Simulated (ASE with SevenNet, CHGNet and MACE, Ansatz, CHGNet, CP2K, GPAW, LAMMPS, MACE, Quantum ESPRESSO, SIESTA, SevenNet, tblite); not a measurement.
## Machine-learned potentials on amorphous 35Lu2O3-65HfO2 (mol %) (63 atoms): settings against a plane-wave reference

How do the settings of machine-learned potentials change the result for amorphous 35Lu2O3-65HfO2 (mol %) (63 atoms)? A plane-wave run serves as the yardstick.

Program: ASE with SevenNet, CHGNet and MACE. Level of theory: the method is named at each step. Results are calculated unless marked as measured.

## 1. The starting structure

The cell holds 63 atoms: 12 Lu, 11 Hf and 40 O. Cell: a = 9.589 Å, b = 9.589 Å, c = 9.589 Å, α = 90.0°, β = 90.0°, γ = 90.0°. 63 atoms (12 Er, 11 Zr, 40 O) placed at random at 6.84 g/cm³, melted at 5000 K for 10 ps at fixed volume with the Morse and Coulomb pair potential with partial charges (Pedone, Malavasi, Menziani, Cormack and Segre, J. Phys. Chem. B 110, 11780 (2006)). Quenched from 5000 K to 300 K at 10 K/ps and fixed volume, held 10 ps at zero pressure, then minimised at fixed cell. Then Er was replaced by Lu, Zr was replaced by Hf and the cell scaled by 1.003 (the potential has no terms for the new elements, so the cell is a start for a DFT relaxation).

The yardstick, on the same geometry:

| Quantity | Value |
| --- | --- |
| method | Kohn-Sham DFT, PBE, SSSP efficiency 1.3.0 pseudopotentials, plane waves (Quantum ESPRESSO 7.5); sssp-pbe-1.3.0-efficiency, cutoffs 60/480 Ry, Γ point |
| r.m.s. force component | 0.3522 eV/Å |
| longest force | 1.396 eV/Å |
| pressure | -7.721 GPa |
| gap (highest filled to lowest empty level) | 3.332 eV |
| time | 4.1 min on 4 MPI ranks of Arm Neoverse V1, shared host |
| CPU time | 16 min |

## 2. SevenNet l3i5 potential

Method: machine-learned interatomic potential SevenNet l3i5, trained on PBE(+U) plane-wave data.

run.py

```python
import numpy as np
from ase.io import read
import mlip  # loads the published weights by name

atoms = read("structure.xyz")
atoms.calc = mlip.calc("7net-l3i5")
energy = atoms.get_potential_energy()
forces = atoms.get_forces()
print(f"energy {energy:.6f} eV")
print("forces (eV/A)")
for i, (a, f) in enumerate(zip(atoms, forces)):
    print(f"{i:4d} {a.symbol:2s} {f[0]:10.5f} {f[1]:10.5f} {f[2]:10.5f}")
stress = -atoms.get_stress(voigt=False) * 160.21766
print("stress (GPa, compression positive)")
for row in stress:
    print(" ".join(f"{x:10.4f}" for x in row))
```

structure.xyz

```xyz
63
Lattice="9.58924 0.00000 0.00000 0.00000 9.58924 0.00000 0.00000 0.00000 9.58924" Properties=species:S:1:pos:R:3 pbc="T T T"
Lu 3.10548 3.22007 2.46693
Lu 9.11112 6.25871 8.32346
Lu 1.88390 3.13252 8.76083
Lu 2.89787 7.79145 7.28495
Lu 0.77232 4.35217 5.16745
Lu 9.03124 1.26252 4.15387
Lu 6.22802 3.14709 4.41393
Lu 3.93725 0.48617 0.10069
Lu 7.43751 6.75006 5.39615
Lu 6.03844 7.30355 8.85135
Lu 9.00238 4.50905 2.20620
Lu 2.93594 5.85049 0.52942
Hf 8.93612 9.42239 6.93734
Hf 5.54306 1.26540 7.10275
Hf 5.33354 9.58023 3.26533
Hf 2.30871 7.30345 3.91711
Hf 5.34562 6.08725 2.92942
Hf 7.39848 1.11379 0.94809
Hf 2.66504 1.55221 5.54335
Hf 0.77280 8.96738 0.44926
Hf 8.80494 7.74485 2.87380
Hf 5.94322 3.99967 0.28624
Hf 4.05634 4.70784 6.20548
O 0.75736 8.25653 7.93625
O 5.16841 6.10595 0.87502
O 5.92653 1.86664 9.16319
O 1.33914 4.02988 1.31958
O 9.10527 8.57460 4.89636
O 3.86485 3.72283 0.15563
O 5.54296 4.01789 2.39664
O 4.24976 7.84429 3.34425
O 1.31699 8.27772 2.41649
O 1.76394 1.16404 0.19869
O 3.46862 1.40521 7.51470
O 4.99714 8.97639 7.88168
O 3.89688 3.32334 4.59411
O 8.61162 0.38223 8.98512
O 6.82226 8.19113 3.75572
O 7.80392 3.14565 0.95029
O 2.31072 3.53133 6.56383
O 4.38200 6.10020 7.72135
O 5.55322 3.31049 6.68217
O 4.02940 1.20402 2.21042
O 8.92912 5.48715 6.29793
O 7.39944 1.02499 6.18774
O 2.48572 8.95376 5.30793
O 7.48488 6.01907 2.81530
O 0.46939 6.13146 3.64171
O 1.50302 5.40008 8.54823
O 5.99577 9.13087 1.13978
O 8.88549 0.13137 2.04759
O 4.79184 0.88796 5.12085
O 8.48389 3.45577 4.14150
O 5.58458 5.56790 4.94220
O 3.20300 5.61786 2.80006
O 6.83550 1.41950 3.04104
[... 3 atom lines left out ...]
O 9.09117 7.26673 0.79418
O 1.49103 2.33853 3.93437
O 7.18493 5.33373 8.89910
O 7.62114 7.81705 7.32791
```

Run with:

```console
$ OMP_NUM_THREADS=1 python run.py > output.txt
```

The log of the run:

```text
energy -578.947510 eV
forces (eV/A)
   0 Lu    0.23702   -0.38210    0.67016
   1 Lu    0.59688   -0.06131   -0.33417
   2 Lu    0.69017    0.03940    0.32967
   3 Lu   -0.14384    0.09159   -0.40797
   4 Lu   -0.60607    1.14798    0.63102
   5 Lu    0.33568    0.03225    0.08417
   6 Lu   -0.65902   -0.37843   -0.37515
   7 Lu   -0.15375   -0.21546    0.48544
   8 Lu    0.42466    0.14790    0.58020
   9 Lu   -0.45922    0.02487    0.12920
  10 Lu   -0.24429   -0.20001   -0.12641
  11 Lu   -0.15093    0.16976    0.05701
  12 Hf    0.11824    0.60339    0.37576
  13 Hf    0.44561    0.08169   -0.69537
  14 Hf   -0.10538    0.27749   -0.01503
  15 Hf    0.54597    0.93708   -0.36613
  16 Hf   -0.04349    0.61598   -0.66008
  17 Hf    0.05807   -0.79657   -0.51601
  18 Hf    0.04965   -0.55275    0.18139
  19 Hf    0.33908    0.49977   -0.17556
  20 Hf    0.06315   -0.00377   -0.57700
  21 Hf    0.64535    0.44093    0.31353
  22 Hf    0.10701   -0.18422    0.13060
  23 O     0.24405   -0.45257    0.00293
[...]
55 O     0.36059    0.43568    0.73096
  56 O    -0.19472   -0.08881   -0.47327
  57 O     0.25803    0.09406   -0.37674
  58 O    -0.40682   -0.01290    0.25963
  59 O    -0.18200   -0.30954   -0.05232
  60 O    -0.24728    0.15566    0.10559
  61 O    -0.43419    0.07149    0.28466
  62 O    -0.22055   -1.12270   -0.24544
stress (GPa, compression positive)
   -8.9531    -1.2128     0.7252
   -1.2128   -10.0814    -2.2267
    0.7252    -2.2267    -9.4686
```

Wall time 17 s (1 thread of Arm Neoverse V1, shared host); peak memory 1.2 GiB.

Banners, paths, timers and routine set-up lines are dropped from the logs unmarked, and long logs keep their key lines alone; longer cuts are marked.

Against the reference:

```yaml
r_m_s_force_component: 0.3626 eV/Å
r_m_s_difference_of_force_components: 92.72 meV/Å
longest_difference_of_force_vectors: 371 meV/Å
force_difference_over_r_m_s_force: 26.33 %
slope_of_forces_against_the_reference_s: 0.9953
correlation_of_force_components: 0.9668
pressure: -9.501 GPa
pressure_difference: -1.78 GPa
```

Length of the force difference by element (eV/Å):

```csv
element,atoms,mean,most
Hf,11,0.16,0.37
Lu,12,0.15,0.24
O,40,0.14,0.28
```

A closer look about Lu11, which has 5 bonded neighbours where the commonest count for Lu is 6: 9 atoms, nearest first, numbered in the order of the input, with positions taken from that point.

```csv
atom,x,y,z,distance (Å),bonds,Fx,Fy,Fz (eV/Å)
Lu11,0.00,0.00,0.00,0.00,5,-0.24,-0.20,-0.13
O27,1.93,-0.48,-0.89,2.17,4,0.19,-0.02,-0.13
O39,-1.20,-1.36,-1.26,2.21,3,-0.23,0.19,0.39
O47,-1.52,1.51,0.61,2.23,4,0.57,-0.17,0.12
O53,-0.52,-1.05,1.94,2.26,4,0.46,-0.16,-0.34
O48,1.06,1.62,1.44,2.41,4,-0.21,-0.78,0.10
O60,0.09,2.76,-1.41,3.10,3,-0.18,-0.31,-0.05
Lu5,1.36,-0.16,2.96,3.26,6,-0.61,1.15,0.63
Hf21,-0.20,3.24,0.67,3.31,7,0.06,0.00,-0.58
```

Atoms are counted from 1 here, from 0 in the log.

Forces lie 26 % from the reference's, at 0.010 times its CPU time (on 1 against 4 cores).

## 3. CHGNet 0.3.0 potential

Method: machine-learned interatomic potential CHGNet 0.3.0, trained on PBE(+U) plane-wave data.

run.py: that of step 2 with these lines changed.

```diff
@@ -5,3 +5,3 @@
 atoms = read("structure.xyz")
-atoms.calc = mlip.calc("7net-l3i5")
+atoms.calc = mlip.calc("chgnet-0.3.0")
 energy = atoms.get_potential_energy()
```

structure.xyz is that of step 2.

The log of the run:

```text
CHGNet v0.3.0 initialized with 412,525 parameters
CHGNet will run on cpu
energy -607.205261 eV
forces (eV/A)
   0 Lu    0.27978   -0.24078    0.69305
   1 Lu    0.53997   -0.01605   -0.09488
   2 Lu    0.72778    0.01761    0.08777
   3 Lu   -0.27885    0.09511   -0.23860
   4 Lu   -0.27898    0.91844    0.53708
   5 Lu    0.26079   -0.09832   -0.01617
   6 Lu   -0.63236   -0.39942   -0.50629
   7 Lu   -0.09364   -0.12118    0.39857
   8 Lu    0.40593    0.16565    0.55022
   9 Lu   -0.37166    0.06813    0.04475
  10 Lu   -0.27854   -0.14231   -0.13258
  11 Lu   -0.11542    0.25384    0.10032
  12 Hf    0.12612    0.53318    0.44609
  13 Hf    0.13887    0.14342   -0.62601
  14 Hf   -0.10494    0.28621   -0.09954
  15 Hf    0.32360    0.75336   -0.61800
  16 Hf   -0.06727    0.69445   -0.51287
  17 Hf    0.07229   -0.91894   -0.40186
  18 Hf    0.06828   -0.39585    0.41270
  19 Hf    0.03860    0.20552   -0.29358
  20 Hf    0.30243   -0.08656   -0.57512
  21 Hf    0.65342    0.24030    0.53093
  22 Hf   -0.07696   -0.25102    0.13761
  23 O     0.35748   -0.54019   -0.01454
[...]
55 O     0.35144    0.48425    0.82510
  56 O    -0.22010   -0.09601   -0.44354
  57 O     0.34007    0.05412   -0.42229
  58 O    -0.37130   -0.03658    0.37093
  59 O    -0.05286   -0.18977   -0.02732
  60 O    -0.27370    0.10998    0.02355
  61 O    -0.45992    0.07707    0.20252
  62 O    -0.24061   -1.15829   -0.28561
stress (GPa, compression positive)
   -9.6940    -1.0021     0.7343
   -1.0021   -10.7223    -1.9141
    0.7343    -1.9141   -10.1222
```

The job ended after 4.9 s (1 thread; peak memory 1 GiB).

Numbers from this run, and their distance from the reference:

- r.m.s. force component: 0.352 eV/Å
- r.m.s. difference of force components: 136.2 meV/Å
- longest difference of force vectors: 476.8 meV/Å
- force difference over r.m.s. force: 38.67 %
- slope of forces against the reference's: 0.9249
- correlation of force components: 0.9252
- pressure: -10.18 GPa
- pressure difference: -2.459 GPa

Against the first run (26 %), the force difference from the reference is 39 %, at 0.36 times the CPU time.

## 4. MACE MPA-0 medium potential

Method: machine-learned interatomic potential MACE MPA-0 medium, trained on PBE(+U) plane-wave data.

run.py: that of step 3 with these lines changed.

```diff
@@ -5,3 +5,3 @@
 atoms = read("structure.xyz")
-atoms.calc = mlip.calc("chgnet-0.3.0")
+atoms.calc = mlip.calc("mace-mpa-0-medium")
 energy = atoms.get_potential_energy()
```

structure.xyz is that of step 3.

The log of the run:

```text
energy -578.561284 eV
forces (eV/A)
   0 Lu    0.34558   -0.39824    0.66647
   1 Lu    0.63272   -0.02907   -0.49444
   2 Lu    0.59988   -0.08323    0.39023
   3 Lu   -0.23315    0.01986   -0.25754
   4 Lu   -0.51239    1.06428    0.75236
   5 Lu    0.14410    0.04226   -0.01087
   6 Lu   -0.52944   -0.50198   -0.50988
   7 Lu   -0.24543   -0.28934    0.56373
   8 Lu    0.36350    0.09438    0.53127
   9 Lu   -0.45523    0.05192   -0.03912
  10 Lu   -0.37475   -0.20217    0.02792
  11 Lu   -0.06564    0.32646    0.11635
  12 Hf    0.09069    0.37708    0.53030
  13 Hf    0.35595    0.07648   -0.63956
  14 Hf   -0.15294    0.28005    0.08575
  15 Hf    0.51440    0.93780   -0.53596
  16 Hf    0.13679    0.77982   -0.57018
  17 Hf   -0.02834   -0.72752   -0.42589
  18 Hf    0.13194   -0.48754    0.22041
  19 Hf    0.41121    0.54901   -0.35389
  20 Hf    0.05508   -0.07520   -0.42009
  21 Hf    0.44039    0.16618    0.29639
  22 Hf    0.03123   -0.19463   -0.01623
  23 O     0.29574   -0.41646    0.02245
[...]
55 O     0.40302    0.50341    0.72535
  56 O    -0.10646   -0.08477   -0.40489
  57 O     0.19195    0.10913   -0.46366
  58 O    -0.30796   -0.03451    0.32276
  59 O    -0.17391   -0.36789   -0.00807
  60 O    -0.16340    0.14368    0.03869
  61 O    -0.34117    0.09019    0.25270
  62 O    -0.30194   -1.12557   -0.24578
stress (GPa, compression positive)
   -9.0944    -1.3277     0.6465
   -1.3277   -10.2335    -2.2682
    0.6465    -2.2682    -9.4774
```

It took 8 s on 1 thread; peak memory 0.96 GiB.

Numbers from this run, and their distance from the reference:

| Quantity | Value |
| --- | --- |
| r.m.s. force component | 0.3558 eV/Å |
| r.m.s. difference of force components | 113 meV/Å |
| longest difference of force vectors | 436.6 meV/Å |
| force difference over r.m.s. force | 32.09 % |
| slope of forces against the reference's | 0.9587 |
| correlation of force components | 0.9491 |
| pressure | -9.602 GPa |
| pressure difference | -1.881 GPa |

Against the first run (26 %), the force difference from the reference is 32 %, at 0.74 times the CPU time.

## 5. Side by side

Differences are against the plane-wave reference, forces as r.m.s. over components; share is that over the reference's r.m.s. force, slope the least-squares factor from reference forces to these. Total energies of different programs have different zeros and aren't compared.

```csv
run,"Δ force, r.m.s. (meV/Å)",share (%),slope,Δ pressure (GPa),cores,CPU time,memory (GiB)
reference,-,-,-,-,4,16 min,5.8
SevenNet l3i5 potential,92.7,26.3,0.995,-1.78,1,10 s,1.2
CHGNet 0.3.0 potential,136,38.7,0.925,-2.46,1,3.7 s,1
MACE MPA-0 medium potential,113,32.1,0.959,-1.88,1,7.4 s,0.96
```

Times of the machine-learned potentials are mostly Python's start and the loading of weights.

CPU time is summed over cores on a shared host, where runs went side by side, so it is rough. Symmetry, cutoffs, thresholds, outputs and thread counts weren't matched or tuned between programs; memory under MPI is the largest rank's times the ranks.

## 6. Outcome

```yaml
nearest_in_forces: SevenNet l3i5 potential, 26 %
its_cpu_time: 10 s
```

What this shows: Machine-learned potentials differ by 26 % (SevenNet l3i5 potential) to 39 % (CHGNet 0.3.0 potential); they were trained on other programs' data. The reference's pressure holds the uncorrected Pulay stress of its 60 Ry basis, so small pressure differences, and their order, may be the reference's own error. Machine-learned potentials mimic data converged in k, so the reference's own k-point error enters their differences. The quench rate of 10 K/ps is many orders above laboratory rates, so the cell is likely richer in defects and strain than a real sample. The network of bonds at the start is that of the classical potential that made the cell, and needn't be the one that DFT or experiment would give. The reference's pressure of -7.7 GPa belongs to a cell and atoms that aren't relaxed at this level. The electronic-structure runs sample only Γ, in a cell whose shortest periodic width is 10 Å. Spin–orbit coupling is left out, which matters for the levels of the heavy elements.

[Also dropped from logs without a mark: logging warnings of Python, and SIESTA's first energy breakdown and zero terms.]

[Logs are printed without paths, hosts, clocks, repeated set-up lines and the standing remarks that a program may print on its own settings, such as how far it seeks lower states.]

[Hosts, paths, dates, database ids (printed as entryN), source tags and the programs' standing remarks are cut or masked in the printed files.]
